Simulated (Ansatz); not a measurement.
# Lattice dynamics of SrLiH3 (model cell, started as cubic perovskite with Sr in the octahedra)

Task: relax SrLiH3 (model cell, started as cubic perovskite with Sr in the octahedra), then find its harmonic phonons.

Calculated with Ansatz 0.2.0; DFT PBEsol, scalar-relativistic, plane waves, PAW; PAW set soft_1.

Most raw output is cut from this account.

The structure was built from a prototype and need not be the compound's stable phase.

### 1. Set-up

It takes space group Pm-3m (No. 221, cubic). Conventional cell: a = 4.959 Å, b = 4.959 Å, c = 4.959 Å, α = 90.00°, β = 90.00°, γ = 90.00°. Nearest to Li lie 12 H at 3.51 Å. Nearest to Sr lie 6 H at 2.48 Å. H has 2 Sr at 2.48 Å nearest. Farther neighbours are not listed.

### 2. Bringing the structure to rest

The cell and atoms are relaxed, since residual forces and stress would shift the frequencies.

Input file input.yaml:

```yaml
crystal:
  lattice:
    - [4.9588, 0.0, 0.0]
    - [0.0, 4.9588, 0.0]
    - [0.0, 0.0, 4.9588]
  atoms:
    - { symbol: Li, position: [0.0, 0.0, 0.0] }
    - { symbol: Sr, position: [0.5, 0.5, 0.5] }
    - { symbol: H, position: [0.5, 0.5, 0.0] }
    - { symbol: H, position: [0.5, 0.0, 0.5] }
    - { symbol: H, position: [0.0, 0.5, 0.5] }
kpoints:
  mp_grid: { grid: [6, 6, 6] }
hamiltonian:
  xc: pbesol
  pseudopotentials: { kind: paw, azcp: { folder: soft_1 }, xc_functional: pbe }
scf:
  occupations: { method: gaussian, width: 0.02 }
output:
  forces: true
  stress: true
  eigenvalues: true
  write_density: true
  write_potential: true
  elf: true
  volumetric_format: npy
relax:
  adjacent_minimum: "off"
  f_tol: 0.005
  max_steps: 80
  cell: { stress_tol: 0.05 }
```

Launch:

```sh
> ansatz run input.yaml --threads 8 --pin off --max-ram 16384MiB --backend cpu --events-out ev --progress --plain --runs-dir out
```

It took 3.1 s on 8 threads of Intel Xeon at 2.60GHz (Ice Lake), shared host; peak memory 0.51 GiB.

Step by step:

| step | energy less that of the first step (eV) | largest force component (eV/Å) | pressure (GPa) | volume (Å³) |
| --- | --- | --- | --- | --- |
| 1 | 0.0000 | 0.0000 | -3.38 | 121.94 |
| 2 | -0.2767 | 0.0000 | -1.53 | 104.96 |
| 3 | -0.3139 | 0.0000 | 0.69 | 94.17 |
| 4 | -0.3190 | 0.0000 | -0.04 | 97.14 |
| 5* | -0.3162 | 0.0000 | -0.07 | 97.14 |
| 6 | -0.3163 | 0.0000 | 0.00 | 96.85 |
| 7* | -0.3162 | 0.0000 | 0.00 | 96.85 |

Relaxation steps marked * repeat the geometry before them on a plane-wave basis chosen anew for their cell, so energy and pressure can jump there.

Forces are held to the 48 operations that the run works with; a distortion that breaks them can't arise in this run.

| conventional cell, symmetrised | before | after | change |
| --- | --- | --- | --- |
| a (Å) | 4.959 | 4.592 | -7.4 % |
| b (Å) | 4.959 | 4.592 | -7.4 % |
| c (Å) | 4.959 | 4.592 | -7.4 % |
| volume (Å³/atom) | 24.39 | 19.37 | -20.6 % |

Final coordinates:

```xyz
5
Lattice="4.5924 0.0000 0.0000 0.0000 4.5924 0.0000 0.0000 0.0000 4.5924" Properties=species:S:1:pos:R:3 pbc="T T T"
Li    0.0000    0.0000    0.0000
Sr    2.2962    2.2962    2.2962
H     2.2962    2.2962    0.0000
H     2.2962    0.0000    2.2962
H     0.0000    2.2962    2.2962
```

Numbers from this step:

```
pressure           : -0.002689 GPa
gap on the k-mesh  : 1.663 eV
volume per atom    : 19.37 Å³
direct gap on mesh : 2.117 eV
```

Valence density in the ac plane at fractional y = 0.500, with atoms of Sr and H within 0.2 Å of it. It is the smooth field of the valence electrons, not physical close to the nuclei.

Values in e/Å³, 13 rows by 14 columns, each cell a mean:
```
0.0 0.0 0.0 0.1 0.1 0.3 0.6 0.8 0.5 0.2 0.1 0.0 0.0 0.0
0.0 0.0 0.0 0.0 0.1 0.2 0.3 0.3 0.2 0.1 0.1 0.0 0.0 0.0
0.0 0.0 0.0 0.0 0.1 0.1 0.2 0.3 0.2 0.1 0.1 0.0 0.0 0.0
0.1 0.1 0.1 0.1 0.1 0.3 0.6 0.7 0.5 0.2 0.1 0.1 0.1 0.1
0.3 0.2 0.1 0.1 0.4 1.1 2.0 2.2 1.7 0.8 0.3 0.1 0.2 0.3
0.9 0.5 0.2 0.2 0.8 2.0 2.5 2.3 2.5 1.5 0.5 0.2 0.3 0.7
1.2 0.6 0.3 0.3 0.9 2.2 2.4 2.0 2.6 1.6 0.5 0.2 0.4 0.8
0.5 0.3 0.2 0.2 0.6 1.6 2.4 2.5 2.2 1.1 0.4 0.2 0.2 0.4
0.2 0.1 0.1 0.1 0.2 0.6 1.2 1.3 0.9 0.4 0.1 0.1 0.1 0.2
0.1 0.1 0.0 0.0 0.1 0.2 0.3 0.3 0.3 0.1 0.1 0.0 0.0 0.1
0.0 0.0 0.0 0.0 0.1 0.1 0.2 0.3 0.2 0.1 0.1 0.0 0.0 0.0
0.0 0.0 0.0 0.0 0.1 0.2 0.5 0.6 0.4 0.2 0.1 0.0 0.0 0.0
0.0 0.0 0.0 0.1 0.1 0.3 0.9 1.3 0.6 0.2 0.1 0.0 0.0 0.0
```
Columns run along a (4.6 Å), rows up along c (4.6 Å). Atoms in or near the plane, at fractional coordinates: Sr at (0.50, 0.50), H at (0.50, 0.00), H at (0.00, 0.50).

ELF in the ac plane at fractional y = 0.500, with atoms of Sr and H within 0.2 Å of it. It is the smooth field of the valence electrons, not physical close to the nuclei.

Values in units of 1e-1, 13 rows by 14 columns, each cell a mean:
```
 0.6  0.7  1.6  5.8  9.2  9.9 10.0 10.0 10.0  9.8  8.4  3.6  1.1  0.7
 1.6  1.1  0.8  2.2  5.0  7.1  7.8  8.0  7.6  6.4  3.9  1.3  0.9  1.3
 5.8  3.7  1.2  0.5  0.8  1.7  2.5  2.7  2.2  1.3  0.6  0.6  2.0  4.7
 9.5  8.1  3.2  0.5  1.3  3.9  6.0  6.4  5.4  2.8  0.7  1.0  5.3  9.0
10.0  9.6  5.5  1.3  4.5  8.1  8.3  8.2  8.4  7.1  2.8  1.9  7.8  9.9
10.0  9.8  6.5  2.2  6.6  8.3  5.1  3.3  6.8  8.2  4.9  2.6  8.5 10.0
10.0  9.9  6.6  2.4  6.9  8.2  3.8  1.6  6.1  8.3  5.2  2.8  8.6 10.0
10.0  9.8  6.0  1.7  5.7  8.3  7.3  6.6  8.0  7.8  3.9  2.3  8.2 10.0
 9.9  9.2  4.4  0.8  2.6  6.4  8.0  8.2  7.6  5.0  1.5  1.4  6.8  9.7
 7.9  5.7  1.8  0.4  0.6  1.6  2.8  3.2  2.4  1.1  0.4  0.6  3.2  6.9
 3.0  1.8  0.8  1.1  2.6  4.2  5.1  5.3  4.8  3.7  2.0  0.8  1.1  2.3
 0.8  0.8  1.2  4.2  8.0  9.5  9.7  9.8  9.7  9.1  6.9  2.5  0.9  0.8
 0.5  0.8  2.1  7.0  9.6 10.0 10.0 10.0 10.0  9.9  9.1  4.7  1.4  0.6
```
Columns run along a (4.6 Å), rows up along c (4.6 Å). Atoms in or near the plane, at fractional coordinates: Sr at (0.50, 0.50), H at (0.50, 0.00), H at (0.00, 0.50).

Electrostatic potential energy in the ac plane at fractional y = 0.500, with atoms of Sr and H within 0.2 Å of it. With pseudopotentials it is smooth inside the atoms' cores, unlike the true potential.

Ten even steps from '0' (-107 eV) to '9' (6 eV), each cell a mean:
```
99999987999999
99999999999999
99999999999999
99999988899999
99998743589999
79998400168998
68998300058997
99998610379999
99999877789999
99999999999999
99999999999999
99999998999999
99999976899999
```
Columns run along a (4.6 Å; values clipped at the 3rd and 97th percentile), rows up along c (4.6 Å). Atoms in or near the plane, at fractional coordinates: Sr at (0.50, 0.50), H at (0.50, 0.00), H at (0.00, 0.50).

In this step the volume went from 24.39 to 19.37 Å³/atom.

### 3. Relaxation

The relaxation is repeated from its end on the same settings, as a check that it has come to rest.

Edit input.yaml of step 2 so:

```diff
@@ -2,5 +2,5 @@
   lattice:
-    - [4.9588, 0.0, 0.0]
-    - [0.0, 4.9588, 0.0]
-    - [0.0, 0.0, 4.9588]
+    - [4.5923518809, 0.0, 0.0]
+    - [0.0, 4.5923518809, 0.0]
+    - [0.0, 0.0, 4.5923518809]
   atoms:
```

The job ended after 0.96 s (8 threads; peak memory 0.46 GiB; 4.7 s of CPU time).

Little changed from the start: no atom moved by 0.005 Å and no cell edge by 0.1 %.

Numbers from this step:

| Quantity | Value |
| --- | --- |
| pressure | -0.002688 GPa |

In this step the volume went from 19.37 to 19.37 Å³/atom.

### 4. Tight relaxation

Phonons need a cell at rest on their own settings, so the relaxation is repeated with tight tolerances on forces and stress on the k mesh and occupations of the first response run.

input.yaml, the sections that differ from step 3:

```yaml
kpoints:
  mp_grid: { grid: [8, 8, 8] }
scf:
  occupations: { method: fixed }
relax:
  adjacent_minimum: "off"
  f_tol: 0.001
  max_steps: 60
  cell: { stress_tol: 0.01 }
# crystal, hamiltonian, output: as in step 3
```

It took 1.2 s on 8 threads; peak memory 0.48 GiB; 6.3 s of CPU time.

Little changed from the start: no atom moved by 0.005 Å and no cell edge by 0.1 %.

This step gave:

```
pressure : -0.002479 GPa
```

ELF in the ac plane at fractional y = 0.500, with atoms of Sr and H within 0.2 Å of it. It is the smooth field of the valence electrons, not physical close to the nuclei.

Ten even steps from '0' (0.39 × 1e-1) to '9' (9.99 × 1e-1), each cell a mean:
```
00159999998300
10025788874100
42000122210013
97200245310048
99403788751179
99615865773289
99626830585289
99616853684289
99504888872179
98301466530059
64100012100025
10013566642001
00048999997200
00169999999410
```
Columns run along a (4.6 Å), rows up along c (4.6 Å). Atoms in or near the plane, at fractional coordinates: Sr at (0.50, 0.50), H at (0.50, 0.00), H at (0.00, 0.50).

Electrostatic potential energy in the ac plane at fractional y = 0.500, with atoms of Sr and H within 0.2 Å of it. With pseudopotentials it is smooth inside the atoms' cores, unlike the true potential.

Values in eV, 14 rows by 14 columns, each cell a mean:
```
   5    5    6    6    6    3  -10  -18   -3    5    6    6    6    5
   6    6    6    5    5    4    1    0    3    5    5    5    6    6
   6    6    5    4    3    2    1    1    2    3    4    5    5    6
   6    6    5    3    0   -3   -7   -8   -6   -2    1    4    5    6
   4    5    4    1   -4  -14  -35  -43  -26   -9   -2    3    5    5
  -8    0    3   -1  -10  -45  -94 -104  -79  -26   -6    2    3   -3
 -31   -9    2   -2  -15  -73 -106 -107 -104  -43   -8    1    0  -18
 -20   -4    2   -2  -13  -60 -103 -106  -94  -35   -7    1    1  -10
   3    4    4    0   -6  -23  -60  -73  -45  -14   -3    2    4    3
   6    5    5    2   -1   -6  -13  -15  -10   -4    0    3    5    6
   6    6    5    4    2    0   -2   -2   -1    1    3    4    5    6
   6    6    5    5    5    4    2    2    3    4    5    5    6    6
   5    6    6    6    5    4   -4   -9    0    5    6    6    6    5
   5    5    6    6    6    3  -20  -31   -8    4    6    6    6    5
```
Columns run along a (4.6 Å; values clipped at the 3rd and 97th percentile), rows up along c (4.6 Å). Atoms in or near the plane, at fractional coordinates: Sr at (0.50, 0.50), H at (0.50, 0.00), H at (0.00, 0.50).

Valence density in the ac plane at fractional y = 0.500, with atoms of Sr and H within 0.2 Å of it. It is the smooth field of the valence electrons, not physical close to the nuclei.

Ten even steps from '0' (0.0 e/Å³) to '9' (2.6 e/Å³), each cell a mean:
```
00000123100000
00000011000000
00000000000000
00000012100000
00001356420000
21002699941001
52113897962013
31002799951012
10001478630001
00000123210000
00000001000000
00000001000000
00000012100000
00000135200000
```
Columns run along a (4.6 Å), rows up along c (4.6 Å). Atoms in or near the plane, at fractional coordinates: Sr at (0.50, 0.50), H at (0.50, 0.00), H at (0.00, 0.50).

The forces vanish by symmetry and the pressure is -0.002 GPa, within the tolerances set. The cell now holds 19.37 Å³/atom.

### 5. Zone-centre response

The zone centre comes first: it holds the modes that light can see, as far as symmetry allows. The response to a homogeneous field gives the Born charges and the dielectric tensor.

input.yaml, the sections that differ from step 4:

```yaml
output:
  eigenvalues: true
phonons:
  method: dfpt
  dielectric: true
  rigid_motions: translations
# crystal, kpoints, hamiltonian, scf: as in step 4
# relax: removed
```

The job ended after 15 s (8 threads; peak memory 1.1 GiB).

Numbers from this step:

| Item | Value |
| --- | --- |
| sum-rule residual before enforcement | 4.69e-4 eV/Å² |
| miss of the charge sum rule | 0.002623 e |
| estimated error of the dielectric tensor | 0.01057 |
| estimated error of the Born charges | 0.01158 e |
| point group | m-3m |
| highest optical mode at the zone centre (no LO-TO term) | 1287 cm⁻¹ |
| lowest optical zone-centre mode | -421.1 cm⁻¹ |
| mean high-frequency dielectric constant | 3.841 |
| largest Born charge (third of the trace) | 1.596 e |
| top of the zone-centre spectrum with the field | 1341 cm⁻¹ |

Without the LO-TO term. Patterns of degenerate modes are one choice out of their space. The modes at Γ (shares of kinetic energy by element, %) (negative means imaginary):

| mode | frequency (cm⁻¹) | symmetry | Li % | Sr % | H % |
| --- | --- | --- | --- | --- | --- |
| 1 | -421.1 | T2u | 0 | 0 | 100 |
| 2 | -421.1 | T2u | 0 | 0 | 100 |
| 3 | -421.1 | T2u | 0 | 0 | 100 |
| 4 | -419.0 | T1u | 32 | 0 | 67 |
| 5 | -419.0 | T1u | 32 | 0 | 67 |
| 6 | -419.0 | T1u | 32 | 0 | 67 |
| 7 | 0.0 | acoustic | 7 | 90 | 3 |
| 8 | 0.0 | acoustic | 7 | 90 | 3 |
| 9 | 0.0 | acoustic | 7 | 90 | 3 |
| 10 | 241.6 | T1u | 60 | 9 | 30 |
| 11 | 241.6 | T1u | 60 | 9 | 30 |
| 12 | 241.6 | T1u | 60 | 9 | 30 |
| 13 | 1287.2 | T1u | 0 | 1 | 99 |
| 14 | 1287.2 | T1u | 0 | 1 | 99 |
| 15 | 1287.2 | T1u | 0 | 1 | 99 |

Displacements in mode 3 (-421.1 cm⁻¹), the largest set to 1:
```
Li1  0.00  0.00  0.00
Sr2  0.00  0.00  0.00
H3   0.00  0.33  0.00
H4   0.00  0.00  1.00
H5   0.00 -0.33 -1.00
```

Displacements in mode 13 (1287.2 cm⁻¹), the largest set to 1:
```
Li1  0.00  0.00  0.00
Sr2  0.00  0.00 -0.01
H3   0.00  0.00  1.00
H4   0.00 -0.15 -0.03
H5   0.00  0.00 -0.03
```

Optical modes at the zone centre, without and with the macroscopic field of the longitudinal modes; each column is sorted by frequency, so a row need not hold one and the same mode. Modes with and without the field, by row:

| rank among optical modes | no field (cm⁻¹) | q along (1, 0, 0) (cm⁻¹) |
| --- | --- | --- |
| 1 | -421.1 | -421.1 |
| 2 | -421.1 | -421.1 |
| 3 | -421.1 | -421.1 |
| 4 | -419 | -419 |
| 5 | -419 | -419 |
| 6 | -419 | 114.3 |
| 7 | 241.6 | 241.6 |
| 8 | 241.6 | 241.6 |
| 9 | 241.6 | 411.5 |
| 10 | 1287 | 1287 |
| 11 | 1287 | 1287 |
| 12 | 1287 | 1341 |

Born charge (rows field, columns displacement) (e), principal values of the symmetric part by kind of site:

| atom | atoms with these values | low | middle | high | mean |
| --- | --- | --- | --- | --- | --- |
| Li1 | 1 | 1.42 | 1.42 | 1.42 | 1.42 |
| Sr2 | 1 | 1.60 | 1.60 | 1.60 | 1.60 |
| H3 | 3 | -1.02 | -1.02 | -0.99 | -1.01 |

In full for Li1:

```
1.42 0.00 0.00
0.00 1.42 0.00
0.00 0.00 1.42
```

High-frequency dielectric tensor:

```
3.84 0.00 0.00
0.00 3.84 0.00
0.00 0.00 3.84
```

Transverse modes; imaginary modes are left out. Infrared lines, with heights relative to the strongest:

| position (cm⁻¹) | label | relative intensity |
| --- | --- | --- |
| 242 | T1u | 20 |
| 1287 | T1u | 100 |

Before it was imposed, the acoustic sum rule was missed by 4.7e-4 eV/Å² and the charge sum rule by 0.0026 e. Small misses are needed for a sound result but don't prove that mesh and cutoff are converged. The lowest optical mode is imaginary, 421.1i cm⁻¹, so the energy falls along it.

### 6. The dispersion

Stability and thermal properties need the whole zone. Linear response on a 4×4×4 q mesh gives force constants as far as a supercell of that size would, and the tensors from the zone-centre run are typed in so that the long-range dipole term is interpolated apart.

input.yaml, the sections that differ from step 5:

```yaml
phonons:
  method: dfpt
  qmesh: [4, 4, 4]
  temperatures: { t_max: 1000, t_step: 50 }
  qpath:
    path:
      - [[0.0, 0.0, 0.0], [0.0, 0.5, 0.0], [0.5, 0.5, 0.0], [0.0, 0.0, 0.0], [0.5, 0.5, 0.5], [0.0, 0.5, 0.0]]
      - [[0.5, 0.5, 0.5], [0.5, 0.5, 0.0]]
    npoints: 10
  non_analytic_term:
    high_frequency_dielectric_tensor: [[3.8413, 0.0, 0.0], [0.0, 3.8413, 0.0], [0.0, 0.0, 3.8413]]
    born_effective_charges:
      - { species: Li, tensor: [[1.4247, 0.0, 0.0], [0.0, 1.4247, 0.0], [0.0, 0.0, 1.4247]] }
      - { species: Sr, tensor: [[1.5962, 0.0, 0.0], [0.0, 1.5962, 0.0], [0.0, 0.0, 1.5962]] }
      - { species: H, tensor: [[-1.0174, 0.0, 0.0], [0.0, -1.0174, 0.0], [0.0, 0.0, -0.986]] }
      - { species: H, tensor: [[-1.0174, 0.0, 0.0], [0.0, -0.986, 0.0], [0.0, 0.0, -1.0174]] }
      - { species: H, tensor: [[-0.986, 0.0, 0.0], [0.0, -1.0174, 0.0], [0.0, 0.0, -1.0174]] }
    source: "zone-centre run at this cell"
# crystal, kpoints, hamiltonian, scf, output: as in step 5
```

Wall time 2.1 min (8 threads); peak memory 1.5 GiB.

Numbers from this step:

* sum-rule residual before enforcement: 4.13e-5 eV/Å²
* lowest frequency on the path: -559.8 cm⁻¹
* highest frequency on the path or at a solved wavevector: 1389 cm⁻¹
* lowest mode on the q mesh (acoustic modes at Γ apart): -559.8 cm⁻¹

[end of part 1 of 2]

[Logs are printed without paths, hosts, clocks, repeated set-up lines and the standing remarks that a program may print on its own settings, such as how far it seeks lower states.]

[Hosts, paths, dates, database ids (printed as entryN), source tags and the programs' standing remarks are cut or masked in the printed files.]
